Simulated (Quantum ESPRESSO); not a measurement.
# Pd (Palladium): electron-phonon coupling, part 2 of 3

How strong is the electron-phonon coupling in Pd (Palladium)?

Quantum ESPRESSO 7.5; DFT PBEsol, scalar-relativistic, plane waves, PseudoDojo norm-conserving pseudopotentials.

So far. Step 2 (A probe with smearing): No gap opens on this mesh, so smearing is kept; the start stands at -2.4 GPa. Step 4 (Ground state): The cell stands at 0.019 GPa, close enough for phonons. The relaxed cell has a = 3.872 Å (conventional setting).

In doubt: a PseudoDojo file used here is known to give poor structures and forces, which bears on pressures, cells, forces and phonons.

**7. Phonons on a q mesh**

Linear response treats each wavevector in the unit cell, with no supercell; the 4×4×4 mesh fixes the range of the force constants to be had. The change of the potential is kept for the electron-phonon matrix elements.

Contents of ph.in:

```
phonons
&INPUTPH
  prefix          = 'x'
  outdir          = './tmp'
  fildyn          = 'x.dyn'
  tr2_ph          = 1.0d-18
  alpha_mix(1)    = 0.4
  nmix_ph         = 8
  ldisp           = .true.
  nq1             = 4
  nq2             = 4
  nq3             = 4
  electron_phonon = 'interpolated'
  fildvscf        = 'dvscf'
  el_ph_sigma     = 0.005
  el_ph_nsigma    = 10
/
```

Started as:

```sh
$ OMP_NUM_THREADS=1 mpirun -n 4 ph.x -nk 4 -in ph.in > ph.out
```

The log of the run:

```text
[banners, grids, parts of the stress and lines that vanish by symmetry left out]
[banner, memory and clock lines left out]
Program PHONON v.7.5

     ./tmp/x.save/

     IMPORTANT: XC functional enforced from input :
     Exchange-correlation= PBESOL
                           (   1   4  10   8   0   0   0)
     Any further DFT definition will be discarded
     Please, verify this is what you really want

     G-vector sticks info

     Reading collected, re-writing distributed wavefunctions in ./tmp/

     Dynamical matrices for ( 4, 4, 4)  uniform grid of q-points
     (   8 q-points):
       N         xq(1)         xq(2)         xq(3)
       1   0.000000000   0.000000000   0.000000000
       2   0.176776695   0.176776695  -0.176776695
[...]
Number and degeneracy of irreps per q-point
       N         xq(1)         xq(2)         xq(3)   N irreps
       1   0.000000000   0.000000000   0.000000000       1
        3
       2   0.176776695   0.176776695  -0.176776695       2
        1   2
[...]
1   2
[...]
1   2
[...]
No degeneracy
[...]
No degeneracy
       7  -0.707106781   0.000000000   0.000000000       2
        1   2
       8  -0.707106781   0.353553391   0.000000000       2
        1   2

     Saving dvscf to file. Distribute only q points, not irreducible representations.

     Calculation of q =    0.0000000   0.0000000   0.0000000

     phonons

     bravais-lattice index     =            0
     lattice parameter (alat)  =       5.1738  a.u.
     unit-cell volume          =      97.9303 (a.u.)^3
     number of atoms/cell      =            1
     number of atomic types    =            1
     kinetic-energy cut-off    =      82.0000  Ry
     charge density cut-off    =     328.0000  Ry
     convergence threshold     =      1.0E-18
     beta                      =       0.4000
     number of iterations used =            8
     Exchange-correlation= PBESOL
                           (   1   4  10   8   0   0   0)

     celldm(1)=    5.17381  celldm(2)=    0.00000  celldm(3)=    0.00000
     celldm(4)=    0.00000  celldm(5)=    0.00000  celldm(6)=    0.00000

     crystal axes: (cart. coord. in units of alat)
               a(1) = (  0.0000  0.7071  0.7071 )
               a(2) = (  0.7071  0.0000  0.7071 )
               a(3) = (  0.7071  0.7071  0.0000 )

     reciprocal axes: (cart. coord. in units 2 pi/alat)
               b(1) = ( -0.7071  0.7071  0.7071 )
               b(2) = (  0.7071 -0.7071  0.7071 )
               b(3) = (  0.7071  0.7071 -0.7071 )

     Atoms inside the unit cell:

     Cartesian axes

     site n.  atom      mass           positions (alat units)
        1  Pd    106.4200   tau(    1) = (    0.00000    0.00000    0.00000  )

     Computing dynamical matrix for
                    q = (   0.0000000   0.0000000   0.0000000 )

     49 Sym.Ops. (with q -> -q+G )

     G cutoff =  222.4004  (   9841 G-vectors)     FFT grid: ( 30, 30, 30)

     number of k points=   145  Marzari-Vanderbilt smearing, width (Ry)=  0.0200

     PseudoPot. # 1 for Pd read from file:
     ./pseudo/Pd.upf
     Pseudo is Norm-conserving + core correction, Zval = 18.0

     Mode symmetry, O_h (m-3m)  point group:

     Atomic displacements:
     There are    1 irreducible representations

     Representation     1      3 modes -  To be done

     Alpha used in Ewald sum =   2.8000

     Representation #   1 modes #   1   2   3

     Self-consistent Calculation
      iter #   1   av.it.:   8.2
      thresh= 1.000E-02 alpha_mix =  0.400 |ddv_scf|^2 =  1.747E-05
      iter #   2   av.it.:  10.8
      thresh= 4.179E-04 alpha_mix =  0.400 |ddv_scf|^2 =  1.949E-06
[...]
End of self-consistent calculation

     Convergence has been achieved

     Number of q in the star =    1
     List of q in the star:
[...]
Diagonalizing the dynamical matrix

     q = (    0.000000000   0.000000000   0.000000000 )

 **************************************************************************
     freq (    1) =      -0.635697 [THz] =     -21.204574 [cm-1]
     freq (    2) =      -0.635697 [THz] =     -21.204574 [cm-1]
     freq (    3) =      -0.635697 [THz] =     -21.204574 [cm-1]
 **************************************************************************

     Mode symmetry, O_h (m-3m)  point group:

     freq (   1-   3) =        -21.2  [cm-1]   --> T_1u G_15  G_4- I
     Electron-phonon interaction  ...

     [... narrower broadenings left out ...]
     Gaussian Broadening:   0.020 Ry, ngauss=   0
     DOS = 12.984059 states/spin/Ry/Unit Cell at Ef= 20.121621 eV
     lambda(    1)= -0.0096   gamma=    0.05 GHz
     lambda(    2)= -0.0089   gamma=    0.04 GHz
     lambda(    3)= -0.0096   gamma=    0.05 GHz
     [... wider broadenings left out ...]

     Number of q in the star =    1
     List of q in the star:
[...]
Calculation of q =    0.1767767   0.1767767  -0.1767767
     [... set-up and bands at k+q left out ...]

     Mode symmetry, C_3v (3m)   point group:

     Atomic displacements:
     There are    2 irreducible representations

     Representation     1      1 modes -  To be done

[...]
Message from routine init_vloc:
     Interpolation table for Vloc re-allocated

     Alpha used in Ewald sum =   2.8000

     Representation #   1 mode #   1

     Self-consistent Calculation

[...]
[... iterations left out ...]
[...]
End of self-consistent calculation

     Convergence has been achieved

     Representation #   2 modes #   2   3

[...]
[... iterations left out ...]
[...]
Convergence has been achieved

[...]
Diagonalizing the dynamical matrix

     q = (    0.176776695   0.176776695  -0.176776695 )

[...]
freq (    1) =       2.031066 [THz] =      67.749058 [cm-1]
     freq (    2) =       2.031066 [THz] =      67.749058 [cm-1]
     freq (    3) =       4.984801 [THz] =     166.275063 [cm-1]
[...]
Mode symmetry, C_3v (3m)   point group:

     freq (   1-   2) =         67.7  [cm-1]   --> E    L_3
     freq (   3-   3) =        166.3  [cm-1]   --> A_1  L_1
     Electron-phonon interaction  ...

     [... narrower broadenings left out ...]
     Gaussian Broadening:   0.020 Ry, ngauss=   0
     DOS = 12.984059 states/spin/Ry/Unit Cell at Ef= 20.121621 eV
     lambda(    1)=  0.1711   gamma=    8.75 GHz
     lambda(    2)=  0.1712   gamma=    8.76 GHz
     lambda(    3)=  0.0479   gamma=   14.74 GHz
     [... wider broadenings left out ...]

[...]
[... set-up and bands at k+q left out ...]

     Mode symmetry, D_3d (-3m)  point group:

[...]
Representation #   1 mode #   1

[...]
Convergence has been achieved

     Representation #   2 modes #   2   3

[...]
Convergence has been achieved

[...]
q = (   -0.353553391  -0.353553391   0.353553391 )

[...]
freq (    1) =       3.368554 [THz] =     112.362854 [cm-1]
     freq (    2) =       3.368554 [THz] =     112.362854 [cm-1]
     freq (    3) =       7.100842 [THz] =     236.858578 [cm-1]
[...]
Mode symmetry, D_3d (-3m)  point group:

     freq (   1-   2) =        112.4  [cm-1]   --> E_u  L_3'
     freq (   3-   3) =        236.9  [cm-1]   --> A_2u L_2'
[...]
lambda(    1)=  0.0772   gamma=   10.86 GHz
     lambda(    2)=  0.0766   gamma=   10.78 GHz
     lambda(    3)=  0.0220   gamma=   13.76 GHz
[...]
Mode symmetry, C_4v (4mm)  point group:

[...]
Convergence has been achieved

     Representation #   2 modes #   2   3

[...]
Convergence has been achieved

[...]
q = (    0.353553391   0.000000000   0.000000000 )

[...]
freq (    1) =       3.158030 [THz] =     105.340554 [cm-1]
     freq (    2) =       3.158030 [THz] =     105.340554 [cm-1]
     freq (    3) =       4.874520 [THz] =     162.596492 [cm-1]
[...]
Mode symmetry, C_4v (4mm)  point group:

     freq (   1-   2) =        105.3  [cm-1]   --> E    G_5 D_5
     freq (   3-   3) =        162.6  [cm-1]   --> A_1  G_1 D_1
[...]
lambda(    1)=  0.0784   gamma=    9.69 GHz
     lambda(    2)=  0.0790   gamma=    9.77 GHz
     lambda(    3)=  0.0915   gamma=   26.95 GHz
[...]
Mode symmetry, C_s (m)     point group:

[...]
Convergence has been achieved

[...]
Convergence has been achieved

[...]
Convergence has been achieved

[...]
q = (   -0.176776695  -0.530330086   0.530330086 )

[...]
freq (    1) =       4.047749 [THz] =     135.018380 [cm-1]
     freq (    2) =       4.474022 [THz] =     149.237294 [cm-1]
     freq (    3) =       6.490111 [THz] =     216.486784 [cm-1]
[...]
Mode symmetry, C_s (m)     point group:

     freq (   1-   1) =        135.0  [cm-1]   --> A''
     freq (   2-   2) =        149.2  [cm-1]   --> A'
     freq (   3-   3) =        216.5  [cm-1]   --> A'
[...]
lambda(    1)=  0.0828   gamma=   16.82 GHz
     lambda(    2)=  0.1293   gamma=   32.09 GHz
     lambda(    3)=  0.0315   gamma=   16.47 GHz
[...]
Mode symmetry, C_2v (mm2)  point group:

[...]
Convergence has been achieved

[...]
Convergence has been achieved

[...]
Convergence has been achieved

[...]
q = (    0.000000000  -0.353553391   0.353553391 )

[...]
freq (    1) =       2.919576 [THz] =      97.386571 [cm-1]
     freq (    2) =       4.526997 [THz] =     151.004373 [cm-1]
     freq (    3) =       6.072095 [THz] =     202.543281 [cm-1]
[...]
Mode symmetry, C_2v (mm2)  point group:

     freq (   1-   1) =         97.4  [cm-1]   --> B_1  D_3  S_3
     freq (   2-   2) =        151.0  [cm-1]   --> B_2  D_4  S_4
     freq (   3-   3) =        202.5  [cm-1]   --> A_1  D_1  S_1
[...]
lambda(    1)=  0.2068   gamma=   21.86 GHz
     lambda(    2)=  0.0850   gamma=   21.61 GHz
     lambda(    3)=  0.0424   gamma=   19.36 GHz
[...]
Calculation of q =   -0.7071068   0.0000000   0.0000000
     [... set-up and bands at k+q left out ...]

     Mode symmetry, D_4h(4/mmm) point group:

     Atomic displacements:
     There are    2 irreducible representations

[...]
Alpha used in Ewald sum =   2.8000

     Representation #   1 mode #   1

[...]
Convergence has been achieved

     Representation #   2 modes #   2   3

[...]
Convergence has been achieved

[...]
Diagonalizing the dynamical matrix

     q = (   -0.707106781   0.000000000   0.000000000 )

[...]
freq (    1) =       4.776058 [THz] =     159.312138 [cm-1]
     freq (    2) =       4.776058 [THz] =     159.312138 [cm-1]
     freq (    3) =       6.866171 [THz] =     229.030824 [cm-1]
[...]
Mode symmetry, D_4h(4/mmm) point group:

     freq (   1-   2) =        159.3  [cm-1]   --> E_u  X_5' M_5'
     freq (   3-   3) =        229.0  [cm-1]   --> A_2u X_4' M_4'
     Electron-phonon interaction  ...

     [... narrower broadenings left out ...]
     Gaussian Broadening:   0.020 Ry, ngauss=   0
     DOS = 12.984059 states/spin/Ry/Unit Cell at Ef= 20.121621 eV
     lambda(    1)=  0.0844   gamma=   23.87 GHz
     lambda(    2)=  0.0854   gamma=   24.16 GHz
     lambda(    3)=  0.0451   gamma=   26.34 GHz
     [... wider broadenings left out ...]

[...]
Calculation of q =   -0.7071068   0.3535534   0.0000000
     [... set-up and bands at k+q left out ...]

     Mode symmetry, D_2d (-42m) point group:

     Atomic displacements:
     There are    2 irreducible representations

     Representation     1      1 modes -  To be done

     Representation     2      2 modes -  To be done

     Alpha used in Ewald sum =   2.8000

     Representation #   1 mode #   1

     Self-consistent Calculation

[...]
[... iterations left out ...]
[...]
End of self-consistent calculation

     Convergence has been achieved

     Representation #   2 modes #   2   3

     Self-consistent Calculation

      iter #   1   av.it.:   9.1
      thresh= 1.000E-02 alpha_mix =  0.400 |ddv_scf|^2 =  2.508E-04

      [... iterations left out ...]
      iter #  11   av.it.:  12.1
      thresh= 2.023E-10 alpha_mix =  0.400 |ddv_scf|^2 =  1.105E-20

     End of self-consistent calculation

     Convergence has been achieved

     Number of q in the star =    6
     List of q in the star:
[...]
Diagonalizing the dynamical matrix

     q = (   -0.707106781   0.353553391   0.000000000 )

 **************************************************************************
     freq (    1) =       4.358380 [THz] =     145.379909 [cm-1]
     freq (    2) =       5.751434 [THz] =     191.847202 [cm-1]
     freq (    3) =       5.751434 [THz] =     191.847202 [cm-1]
 **************************************************************************

     Mode symmetry, D_2d (-42m) point group:

     freq (   1-   1) =        145.4  [cm-1]   --> B_2  X_3  W_2
     freq (   2-   3) =        191.8  [cm-1]   --> E    X_5  W_3
     Electron-phonon interaction  ...

     [... narrower broadenings left out ...]
     Gaussian Broadening:   0.020 Ry, ngauss=   0
     DOS = 12.984059 states/spin/Ry/Unit Cell at Ef= 20.121621 eV
     lambda(    1)=  0.1466   gamma=   34.52 GHz
     lambda(    2)=  0.0535   gamma=   21.92 GHz
     lambda(    3)=  0.0536   gamma=   22.00 GHz
     [... wider broadenings left out ...]

     Number of q in the star =    6
     List of q in the star:
[...]
5   0.353553391  -0.000000000  -0.707106781
          6  -0.353553391   0.000000000   0.707106781


[key lines of the parts left out:]
the Fermi energy is    20.1342 ev
```

Run time: 68 min. Hardware: 4 MPI ranks of Arm Neoverse V1, shared host; 4.5 h of CPU time.

This step gave:

```yaml
largest_acoustic_frequency_at_the_zone_centre_before_the_sum_rule: -21.2 cm⁻¹
lowest_mode_on_the_q_mesh_acoustic_ones_at_the_zone_centre_apart: 67.75 cm⁻¹
```

Frequencies (cm⁻¹) at each irreducible wavevector; negative means imaginary. Frequencies by wavevector:

| q (fractions) | star | mode 1 | mode 2 | mode 3 |
| --- | --- | --- | --- | --- |
| 0 0 0 | 1 | -21.2 | -21.2 | -21.2 |
| 0 0 0.25 | 8 | 67.75 | 67.75 | 166.3 |
| 0 0 -0.5 | 4 | 112.4 | 112.4 | 236.9 |
| 0 0.25 0.25 | 6 | 105.3 | 105.3 | 162.6 |
| 0 0.25 -0.5 | 24 | 135 | 149.2 | 216.5 |
| 0 0.25 -0.25 | 12 | 97.39 | 151 | 202.5 |
| 0 -0.5 -0.5 | 3 | 159.3 | 159.3 | 229 |
| 0.25 -0.5 -0.25 | 6 | 145.4 | 191.8 | 191.8 |

Couplings of single modes at a Gaussian broadening of 0.02 Ry, as ph.x prints them; it sets λ to zero for modes under 20 cm⁻¹. Mode couplings:

| q (fractions) | mode | frequency (cm⁻¹) | λ | linewidth γ (GHz) |
| --- | --- | --- | --- | --- |
| 0 0 0.25 | 1 | 67.75 | 0.1711 | 8.75 |
| 0 0 0.25 | 2 | 67.75 | 0.1712 | 8.76 |
| 0 0 0.25 | 3 | 166.3 | 0.0479 | 14.74 |
| 0 0 -0.5 | 1 | 112.4 | 0.0772 | 10.86 |
| 0 0 -0.5 | 2 | 112.4 | 0.0766 | 10.78 |
| 0 0 -0.5 | 3 | 236.9 | 0.022 | 13.76 |
| 0 0.25 0.25 | 1 | 105.3 | 0.0784 | 9.69 |
| 0 0.25 0.25 | 2 | 105.3 | 0.079 | 9.77 |
| 0 0.25 0.25 | 3 | 162.6 | 0.0915 | 26.95 |
| 0 0.25 -0.5 | 1 | 135 | 0.0828 | 16.82 |
| 0 0.25 -0.5 | 2 | 149.2 | 0.1293 | 32.09 |
| 0 0.25 -0.5 | 3 | 216.5 | 0.0315 | 16.47 |
| 0 0.25 -0.25 | 1 | 97.39 | 0.2068 | 21.86 |
| 0 0.25 -0.25 | 2 | 151 | 0.085 | 21.61 |
| 0 0.25 -0.25 | 3 | 202.5 | 0.0424 | 19.36 |
| 0 -0.5 -0.5 | 1 | 159.3 | 0.0844 | 23.87 |
| 0 -0.5 -0.5 | 2 | 159.3 | 0.0854 | 24.16 |
| 0 -0.5 -0.5 | 3 | 229 | 0.0451 | 26.34 |
| 0.25 -0.5 -0.25 | 1 | 145.4 | 0.1466 | 34.52 |
| 0.25 -0.5 -0.25 | 2 | 191.8 | 0.0535 | 21.92 |
| 0.25 -0.5 -0.25 | 3 | 191.8 | 0.0536 | 22 |

The acoustic modes at Γ come out as far as 21.2 cm⁻¹ from zero, where they should vanish, a sizeable error of basis and grid or of the response kernel of this functional.

**8. Fourier transform to real space**

The dynamical matrices of the mesh are Fourier-transformed to force constants in real space.

Contents of q2r.in:

```
&INPUT
  fildyn = 'x.dyn'
  zasr   = 'crystal'
  flfrc  = 'x.fc'
  la2F   = .true.
/
```

Started as:

```sh
$ q2r.x < q2r.in > q2r.out
```

The log of the run:

```text
[banners, grids, parts of the stress and lines that vanish by symmetry left out]
[banner, memory and clock lines left out]
Program Q2R v.7.5

  reading grid info from file x.dyn0

  reading force constants from file x.dyn1
  Dielectric Tensor not found
  nqs=            1
 q=   0.00000000  0.00000000  0.00000000
  reading force constants from file x.dyn2
  nqs=            8
 q=   0.17677670  0.17677670 -0.17677670
[...]
reading force constants from file x.dyn7
  nqs=            3
[...]
reading force constants from file x.dyn8
  nqs=            6
[...]
q=   0.35355339 -0.00000000 -0.70710678
 q=  -0.35355339  0.00000000  0.70710678

      q-space grid ok, #points =   64

      fft-check success (sum of imaginary terms < 10^-12)

   Preparing gamma for a2F

 Broadening =      0.005
      q-space grid ok, #points =   64

      fft-check success (sum of imaginary terms < 10^-12)

 Broadening =      0.010
[...]
Broadening =      0.045
      q-space grid ok, #points =   64

      fft-check success (sum of imaginary terms < 10^-12)

 Broadening =      0.050
      q-space grid ok, #points =   64

      fft-check success (sum of imaginary terms < 10^-12)
```

The job ended after 0.5 s (1 thread).

(Part 2 of 3 ends here.)

[Host names and launcher messages were left out of these logs when they were recorded.]

[Logs are printed without paths, hosts, clocks, repeated set-up lines and the standing remarks that a program may print on its own settings, such as how far it seeks lower states.]

[Hosts, paths, dates, database ids (printed as entryN), source tags and the programs' standing remarks are cut or masked in the printed files.]
